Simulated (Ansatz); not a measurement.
**KTaSe3 (model cell, started as cubic perovskite with Ta in the octahedra): following an unstable mode**

Which phase does KTaSe3 (model cell, started as cubic perovskite with Ta in the octahedra) fall into along its unstable mode, and how much energy does it gain?

Method: DFT LDA, scalar-relativistic, plane waves, PAW, in Ansatz 0.2.0.

Report form: the programs' logs are mostly left out.

The structure was built from a prototype and need not be the compound's stable phase.

## (1) Set-up

Symmetry: Pm-3m, No. 221, cubic system. The conventional cell has a = 4.998 Å, b = 4.998 Å, c = 4.998 Å, α = 90.00°, β = 90.00°, γ = 90.00°. Nearest to K lie 12 Se at 3.53 Å. Nearest to Ta lie 6 Se at 2.50 Å. Nearest to Se lie 2 Ta at 2.50 Å and 4 K at 3.53 Å. Farther neighbours and most contacts between anions are not listed.

## (2) Phonons on a q mesh

The cell comes from relaxations at this level that are not shown. Stability and thermal properties need the whole zone. Linear response on a 2×2×2 q mesh gives force constants as far as a supercell of that size would.

File input.yaml:

```yaml
crystal:
  lattice:
    - [4.9979636076, 0.0, 0.0]
    - [0.0, 4.9979636076, 0.0]
    - [0.0, 0.0, 4.9979636076]
  atoms:
    - { symbol: K, position: [0.0, 0.0, 0.0] }
    - { symbol: Ta, position: [0.5, 0.5, 0.5] }
    - { symbol: Se, position: [0.5, 0.5, 0.0] }
    - { symbol: Se, position: [0.5, 0.0, 0.5] }
    - { symbol: Se, position: [0.0, 0.5, 0.5] }
kpoints:
  mp_grid: { grid: [6, 6, 6] }
hamiltonian:
  xc: lda
scf:
  occupations: { method: methfessel_paxton, width: 0.15 }
output:
  eigenvalues: true
phonons:
  method: dfpt
  qmesh: [2, 2, 2]
  temperatures: { t_max: 1000, t_step: 50 }
  qpath:
    path:
      - [[0.0, 0.0, 0.0], [0.0, 0.5, 0.0], [0.5, 0.5, 0.0], [0.0, 0.0, 0.0], [0.5, 0.5, 0.5], [0.0, 0.5, 0.0]]
      - [[0.5, 0.5, 0.5], [0.5, 0.5, 0.0]]
    npoints: 10
```

The run is started by

```
$ ansatz run input.yaml --threads 8 --pin off --max-ram 14336MiB --backend cpu --events-out ev --progress --plain --runs-dir out
```

Elapsed: 4.4 min, on 8 threads of Intel Xeon Platinum 8375C at 2.90GHz (Ice Lake), shared host; peak memory 1.4 GiB; 20 min of CPU time.

This step gave:

```yaml
volume_per_atom: 24.97 Å³
gap_on_the_k_mesh: 0 eV
sum_rule_residual_before_enforcement: 2.41e-5 eV/Å²
lowest_frequency_on_the_path: -50.89 cm⁻¹
point_group: m-3m
highest_frequency_on_the_path_or_at_a_solved_wavevector: 303.6 cm⁻¹
highest_optical_mode_at_the_zone_centre_no_lo_to_term: 232.3 cm⁻¹
lowest_optical_zone_centre_mode: 51.99 cm⁻¹
lowest_mode_on_the_q_mesh_acoustic_modes_at_gamma_apart: -50.89 cm⁻¹
```

Frequencies (cm⁻¹) solved at each irreducible wavevector; negative means imaginary. Frequencies by wavevector, by row:

| q in reciprocal lattice units | star | mode 1 | mode 2 | mode 3 | mode 4 | mode 13 | mode 14 | mode 15 |
| --- | --- | --- | --- | --- | --- | --- | --- | --- |
| 0 0 0 | 1 | 0 | 0 | 0 | 52 | 232.3 | 232.3 | 232.3 |
| 0 0 -0.5 | 3 | 14.4 | 14.4 | 66.6 | 66.6 | 230.6 | 230.6 | 270.1 |
| 0 -0.5 -0.5 | 3 | -49.1 | -20.1 | 66.2 | 66.2 | 158.4 | 229.2 | 287.7 |
| -0.5 -0.5 -0.5 | 1 | -50.9 | -50.9 | -50.9 | 70.9 | 156 | 156 | 303.6 |

Interpolated from a 2×2×2 q mesh. Phonon branches along the path, in cm⁻¹:

| point | branch 1 | branch 2 | branch 3 | branch 4 | branch 12 | branch 13 | branch 14 | branch 15 |
| --- | --- | --- | --- | --- | --- | --- | --- | --- |
| Γ | 0 | 0 | 0 | 52 | 81 | 232 | 232 | 232 |
| halfway | 18 | 18 | 56 | 56 | 115 | 232 | 232 | 250 |
| X | 14 | 14 | 67 | 67 | 153 | 231 | 231 | 270 |
| halfway | -6 | 28 | 60 | 68 | 154 | 198 | 230 | 281 |
| M | -49 | -20 | 66 | 66 | 155 | 158 | 229 | 288 |
| halfway | 16 | 32 | 62 | 62 | 119 | 213 | 231 | 268 |
| Γ | 0 | 0 | 0 | 52 | 81 | 232 | 232 | 232 |
| halfway | 32 | 32 | 46 | 70 | 120 | 204 | 204 | 284 |
| R | -51 | -51 | -51 | 71 | 156 | 156 | 156 | 304 |
| halfway | 25 | 32 | 38 | 66 | 155 | 179 | 195 | 294 |
| X | 14 | 14 | 67 | 67 | 153 | 231 | 231 | 270 |
| jump to R | -51 | -51 | -51 | 71 | 156 | 156 | 156 | 304 |
| halfway | -50 | 29 | 29 | 70 | 155 | 155 | 177 | 300 |
| M | -49 | -20 | 66 | 66 | 155 | 158 | 229 | 288 |

Symmetry leaves 4 wavevectors to solve. The lowest mode among them, the acoustic zeros apart, lies at q = (-0.5, -0.5, -0.5) and is imaginary, 50.9i cm⁻¹, so the energy falls along it.

## (3) The mode frozen in, largest atomic shift 0 Å

The mode followed lies at q = (0, -0.5, -0.5) with frequency 20.1i cm⁻¹, one of the unstable modes though not the softest. At small amplitude the distorted cell has space group no. 129 by a symmetry search on the positions. The undistorted cell that holds it gives the zero of energy on the same k mesh.

System of this step: KTaSe3 (model cell, started as cubic perovskite with Ta in the octahedra). The structure is cubic, space group Pm-3m (No. 221). The conventional cell has a = 4.998 Å, b = 4.998 Å, c = 4.998 Å, α = 90.00°, β = 90.00°, γ = 90.00°. Nearest to K lie 12 Se at 3.53 Å. Nearest to Ta lie 6 Se at 2.50 Å. Nearest to Se lie 2 Ta at 2.50 Å and 4 K at 3.53 Å. Nearest to Se lie 2 Ta at 2.50 Å and 4 K at 3.53 Å. Farther neighbours and most contacts between anions are not listed.

File input.yaml:

```yaml
crystal:
  lattice:
    - [-4.9979636076, 0.0, 0.0]
    - [0.0, -4.9979636076, -4.9979636076]
    - [0.0, -4.9979636076, 4.9979636076]
  atoms:
    - { symbol: K, position: [0.0, 1.0, 0.0] }
    - { symbol: K, position: [0.0, 0.5, 0.5] }
    - { symbol: Ta, position: [0.5, 0.0, 0.5] }
    - { symbol: Ta, position: [0.5, 0.5, 0.0] }
    - { symbol: Se, position: [0.5, 0.75, 0.75] }
    - { symbol: Se, position: [0.5, 0.25, 0.25] }
    - { symbol: Se, position: [0.5, 0.25, 0.75] }
    - { symbol: Se, position: [0.5, 0.75, 0.25] }
    - { symbol: Se, position: [0.0, 0.0, 0.5] }
    - { symbol: Se, position: [0.0, 0.5, 0.0] }
kpoints:
  mp_grid: { grid: [6, 4, 4] }
hamiltonian:
  xc: lda
scf:
  occupations: { method: methfessel_paxton, width: 0.15 }
output:
  forces: true
  stress: true
  eigenvalues: true
```

The job ended after 4.5 s (8 threads; peak memory 1.3 GiB).

Numbers from this step:

```
pressure                         : 0.03107 GPa
energy from the undistorted cell : 0 meV/atom
```

The run ends at a pressure of 0.03 GPa.

## (4) The mode frozen in, largest atomic shift 0.08 Å

The atoms are moved along the unstable eigenvector, the largest shift by 0.08 Å, with the cell fixed.

input.yaml, the sections that differ from step 3:

```yaml
crystal:
  lattice:
    - [-4.9979636076, 0.0, 0.0]
    - [0.0, -4.9979636076, -4.9979636076]
    - [0.0, -4.9979636076, 4.9979636076]
  atoms:
    - { symbol: K, position: [0.0, 1.0, 0.0] }
    - { symbol: K, position: [0.0, 0.5, 0.5] }
    - { symbol: Ta, position: [0.5160065191, 0.0, 0.5] }
    - { symbol: Ta, position: [0.4839934809, 0.5, 0.0] }
    - { symbol: Se, position: [0.5, 0.75, 0.75] }
    - { symbol: Se, position: [0.5, 0.25, 0.25] }
    - { symbol: Se, position: [0.5, 0.25, 0.75] }
    - { symbol: Se, position: [0.5, 0.75, 0.25] }
    - { symbol: Se, position: [0.0078184874, 0.0, 0.5] }
    - { symbol: Se, position: [-0.0078184874, 0.5, 0.0] }
# kpoints, hamiltonian, scf, output: as in step 3
```

Wall time 6.1 s (8 threads); peak memory 1.3 GiB; 39 s of CPU time.

Numbers from this step:

| Quantity | Value |
| --- | --- |
| pressure | 0.03480 GPa |
| energy from the undistorted cell | -0.069 meV/atom |

The energy, extrapolated to zero smearing, is -0.07 meV/atom against the undistorted cell.

The run ends at a pressure of 0.03 GPa, with forces up to 0.031 eV/Å.

## (5) Energy along the mode, all amplitudes (two of the runs are shown above)

An imaginary frequency means negative curvature, so the energy should fall and then rise again as anharmonic terms take over.

Numbers from this step:

- depth at the lowest point sampled: 0.069 meV/atom
- largest atomic shift at that point: 0.08 Å

Energy from the parent against largest atomic shift:

| largest atomic shift (Å) | energy from the parent (meV/atom) |
| --- | --- |
| 0.000 | 0 |
| 0.040 | -0.023 |
| 0.080 | -0.069 |
| 0.140 | -0.026 |
| 0.220 | 0.975 |
| 0.320 | 6.52 |

Displacement at unit largest shift by atom:

| atom | x (Å) | y (Å) | z (Å) | size |
| --- | --- | --- | --- | --- |
| K1 | 0.00 | 0.00 | 0.00 | 0.00 |
| K2 | 0.00 | 0.00 | 0.00 | 0.00 |
| Ta3 | -1.00 | 0.00 | 0.00 | 1.00 |
| Ta4 | 1.00 | 0.00 | 0.00 | 1.00 |
| Se5 | 0.00 | 0.00 | 0.00 | 0.00 |
| Se6 | 0.00 | 0.00 | 0.00 | 0.00 |
| Se7 | 0.00 | 0.00 | 0.00 | 0.00 |
| Se8 | 0.00 | 0.00 | 0.00 | 0.00 |
| Se9 | -0.49 | 0.00 | 0.00 | 0.49 |
| Se10 | 0.49 | 0.00 | 0.00 | 0.49 |

The lowest of the steps tried is at 0.08 Å, 0.069 meV/atom below the parent; the bottom of the well need not coincide with a step.

## (6) Relaxation from the frozen mode

Starting from the lowest point found, all atoms and the cell are let go, so that strain and other modes of the same symmetry can join in.

input.yaml: that of step 4 with these lines changed.

```diff
@@ -26 +26,6 @@
   eigenvalues: true
+relax:
+  adjacent_minimum: "off"
+  f_tol: 0.002
+  max_steps: 120
+  cell: { stress_tol: 0.03 }
```

Wall time 74 s (8 threads); peak memory 1.4 GiB.

The steps of the relaxation:

| step | energy less that of the first step (eV) | largest force component (eV/Å) | pressure (GPa) | volume (Å³) |
| --- | --- | --- | --- | --- |
| 1 | 0.0000 | 0.0309 | 0.03 | 249.69 |
| 2 | -0.0001 | 0.0439 | -0.02 | 249.81 |
| 3 | -0.0002 | 0.0124 | 0.00 | 249.79 |
| 4 | -0.0002 | 0.0109 | 0.00 | 249.78 |
| 5 | -0.0002 | 0.0082 | 0.00 | 249.78 |
| 6 | -0.0003 | 0.0061 | 0.01 | 249.76 |
| 7 | -0.0006 | 0.0035 | 0.01 | 249.75 |
| 8 | -0.0007 | 0.0023 | 0.00 | 249.78 |
| 9 | -0.0007 | 0.0145 | 0.01 | 249.77 |
| 10 | -0.0007 | 0.0010 | 0.00 | 249.78 |
| 11 | -0.0007 | 0.0007 | 0.00 | 249.77 |
| 12* | -0.0007 | 0.0007 | 0.00 | 249.77 |

Relaxation steps marked * repeat the geometry before them on a plane-wave basis chosen anew for their cell, so energy and pressure can jump there. Relaxation step 9 was tried and not accepted.

The run keeps the 16 symmetry operations that it works with, so distortions that break them were not tested.

| cell as run | before | after | change |
| --- | --- | --- | --- |
| a (Å) | 4.998 | 5.011 | +0.3 % |
| b (Å) | 7.068 | 7.060 | -0.1 % |
| c (Å) | 7.068 | 7.060 | -0.1 % |
| volume (Å³/atom) | 24.97 | 24.98 | +0.0 % |

The atoms that moved most (Å, as changes of fractional coordinates times the final cell):

| atom | dx | dy | dz | length |
| --- | --- | --- | --- | --- |
| Ta4 | 0.056 | 0.000 | 0.000 | 0.056 |
| Ta3 | -0.056 | 0.000 | 0.000 | 0.056 |
| Se10 | 0.030 | 0.000 | 0.000 | 0.030 |
| Se9 | -0.030 | 0.000 | 0.000 | 0.030 |

Numbers from this step:

* pressure: 0.001546 GPa
* volume per atom: 24.98 Å³

The distorted start has space group P4/nmm; the relaxation ends in P4/nmm.

## (7) Modes of the new phase, k-mesh 6×4×4

A relaxed structure may still be a saddle point, so its zone-centre modes are computed. No field response is asked, since the mesh shows no gap.

File input.yaml:

```yaml
crystal:
  lattice:
    - [-5.0107817533, 0.0, 0.0]
    - [0.0, -4.9923564849, -4.9923564849]
    - [0.0, -4.9923564849, 4.9923564849]
  atoms:
    - { symbol: K, position: [0.0, 1.0, 0.0] }
    - { symbol: K, position: [0.0, 0.5, 0.5] }
    - { symbol: Ta, position: [0.5271682849, 0.0, 0.5] }
    - { symbol: Ta, position: [0.4728317151, 0.5, 0.0] }
    - { symbol: Se, position: [0.5, 0.75, 0.75] }
    - { symbol: Se, position: [0.5, 0.25, 0.25] }
    - { symbol: Se, position: [0.5, 0.25, 0.75] }
    - { symbol: Se, position: [0.5, 0.75, 0.25] }
    - { symbol: Se, position: [0.0138353719, 0.0, 0.5] }
    - { symbol: Se, position: [-0.0138353719, 0.5, 0.0] }
kpoints:
  mp_grid: { grid: [6, 4, 4] }
hamiltonian:
  xc: lda
scf:
  occupations: { method: methfessel_paxton, width: 0.15 }
output:
  eigenvalues: true
phonons:
  method: dfpt
```

Run time: 3.5 min. Hardware: 8 threads; peak memory 3.7 GiB.

This step gave:

* sum-rule residual before enforcement: 6.98e-5 eV/Å²
* point group: 4/mmm
* highest optical mode at the zone centre (no LO-TO term): 286.9 cm⁻¹
* lowest optical zone-centre mode: -46.21 cm⁻¹

Patterns of degenerate modes are one choice out of their space. The modes at Γ (shares of kinetic energy by element, %) (negative means imaginary):

| mode | frequency (cm⁻¹) | symmetry | K % | Ta % | Se % |
| --- | --- | --- | --- | --- | --- |
| 1 | -46.2 | A1u | 0 | 0 | 100 |
| 2 | 0.0 | acoustic | 9 | 40 | 52 |
| 3 | 0.0 | acoustic | 9 | 40 | 52 |
| 4 | 0.0 | acoustic | 9 | 40 | 52 |
| 5 | 26.4 | A1g | 0 | 89 | 11 |
| 6 | 45.5 | Eu | 19 | 40 | 41 |
| 7 | 45.5 | Eu | 19 | 40 | 41 |
| 8 | 59.6 | A2u | 44 | 38 | 18 |
| 9 | 61.9 | B1u | 0 | 0 | 100 |
| 10 | 64.0 | Eg | 64 | 5 | 31 |
| 11 | 64.0 | Eg | 64 | 5 | 31 |
| 12 | 64.8 | Eu | 8 | 7 | 86 |
| 13 | 64.8 | Eu | 8 | 7 | 86 |
| 14 | 70.7 | B1g | 100 | 0 | 0 |
| 15 | 80.6 | B1u | 0 | 0 | 100 |
| 16 | 81.7 | Eu | 64 | 4 | 32 |
| 17 | 81.7 | Eu | 64 | 4 | 32 |
| 18 | 83.4 | A2u | 47 | 11 | 42 |
| 19 | 87.7 | Eu | 1 | 1 | 98 |
| 20 | 87.7 | Eu | 1 | 1 | 98 |
| 21 | 90.2 | Eg | 33 | 0 | 67 |
| 22 | 90.2 | Eg | 33 | 0 | 67 |
| 23 | 130.4 | B2u | 0 | 0 | 100 |
| 24 | 150.9 | Eg | 3 | 95 | 2 |
| 25 | 150.9 | Eg | 3 | 95 | 2 |
| 26 | 229.8 | Eu | 0 | 9 | 91 |
| 27 | 229.8 | Eu | 0 | 9 | 91 |
| 28 | 231.6 | A1g | 0 | 11 | 89 |
| 29 | 238.9 | A2u | 0 | 11 | 89 |
| 30 | 286.9 | A2u | 0 | 0 | 100 |

Displacements in mode 1 (-46.2 cm⁻¹), the largest set to 1:
```
K1   0.00  0.00  0.00
K2   0.00  0.00  0.00
Ta3  0.00  0.00  0.00
Ta4  0.00  0.00  0.00
Se5  0.00  1.00  0.00
Se6  0.00 -1.00  0.00
Se7  0.00  0.00  1.00
Se8  0.00  0.00 -1.00
Se9  0.00  0.00  0.00
Se10 0.00  0.00  0.00
```

Displacements in mode 7 (45.5 cm⁻¹), the largest set to 1:
```
K1   0.00 -0.35 -0.97
K2   0.00 -0.35 -0.97
Ta3  0.00  0.24  0.66
Ta4  0.00  0.24  0.66
Se5 -0.12 -0.04  0.06
Se6  0.12 -0.04  0.06
Se7  0.04  0.02 -0.10
Se8 -0.04  0.02 -0.10
Se9  0.00 -0.36 -1.00
Se10 0.00 -0.36 -1.00
```

Before it was imposed, the acoustic sum rule was missed by 7.0e-5 eV/Å². Small misses are needed for a sound result but don't prove that mesh and cutoff are converged. The lowest optical mode is imaginary, 46.2i cm⁻¹, so the energy falls along it.

## (8) The phases reached

The phases reached along the modes that were followed are set side by side.

Energies are those of the first relaxation, on the mesh of the frozen mode; space group, volume and gap are those of the last relaxation. Phases, by row:

| mode frozen in | space group | energy from parent (meV/atom) | volume (Å³/atom) | gap on mesh (eV) | lowest zone-centre optical mode (cm⁻¹) | largest shift (Å) |
| --- | --- | --- | --- | --- | --- | --- |
| parent | Pm-3m | 0 | 24.97 | 0 | – | – |
| q = (-0.5, -0.5, -0.5), 51i cm⁻¹ | I4/mcm | -37.62 | 23.6 | 0 | -97.4 | 0.747 |
| q = (-0.5, -0.5, -0.5), 51i cm⁻¹ | R-3c | -16.24 | 24.37 | 0 | -47.6 | 0.432 |
| q = (-0.5, -0.5, -0.5), 51i cm⁻¹ | Imma | -22.97 | 24.24 | 0 | -38.7 | 0.547 |
| q = (0, -0.5, -0.5), 49i cm⁻¹ | P4/mbm | -31.84 | 23.82 | 0 | -65.5 | 0.687 |
| q = (0, -0.5, -0.5), 20i cm⁻¹ | P4/nmm | -0.15 | 24.98 | 0 | -46.2 | 0.136 |

## (9) Results

| Quantity | Value |
| --- | --- |
| unstable mode of the parent | q = (0, -0.5, -0.5), 20i cm⁻¹ |
| depth at the lowest point sampled | 0.069 meV/atom |
| largest atomic shift at that point | 0.08 Å |
| space group reached (within 0.01 Å) | P4/nmm |
| energy gained over the parent (first relaxation, on the mesh of the frozen mode) | 0.153 meV/atom |
| volume per atom, phase reached | 25.0 Å³ |
| lowest optical zone-centre mode, phase reached | -46.2 cm⁻¹ |
| highest optical mode at the zone centre (no LO-TO term), phase reached | 287 cm⁻¹ |

What this shows: Along this mode the structure falls into P4/nmm, 0.153 meV/atom below the parent. At the parent's cell the well is 0.069 meV/atom deep on the steps tried, with its lowest point at a shift of 0.08 Å. Relaxing atoms and cell changes the gain by +0.08 meV/atom against the lowest step (energies at zero smearing). The new phase still has an imaginary mode at the zone centre of its cell, so it is a saddle point on the way to a lower structure. How so shallow a well moves with the k mesh was not tested. Of the 5 patterns followed to their end from this parent, this one ends 37.5 meV/atom above the lowest, I4/mcm. Each path keeps the symmetry of its pattern, so a lower phase may lie along a pattern not tried. With no gap, or one that is small against the smearing, the frequencies hang on the k mesh and the smearing, most of all near Kohn anomalies. Spin-orbit coupling is left out, which can matter for the heavy elements here. The starting cell was built on a prototype and not taken from a measurement, so the phase need not exist.

[Logs are printed without paths, hosts, clocks, repeated set-up lines and the standing remarks that a program may print on its own settings, such as how far it seeks lower states.]

[Hosts, paths, dates, database ids (printed as entryN), source tags and the programs' standing remarks are cut or masked in the printed files.]
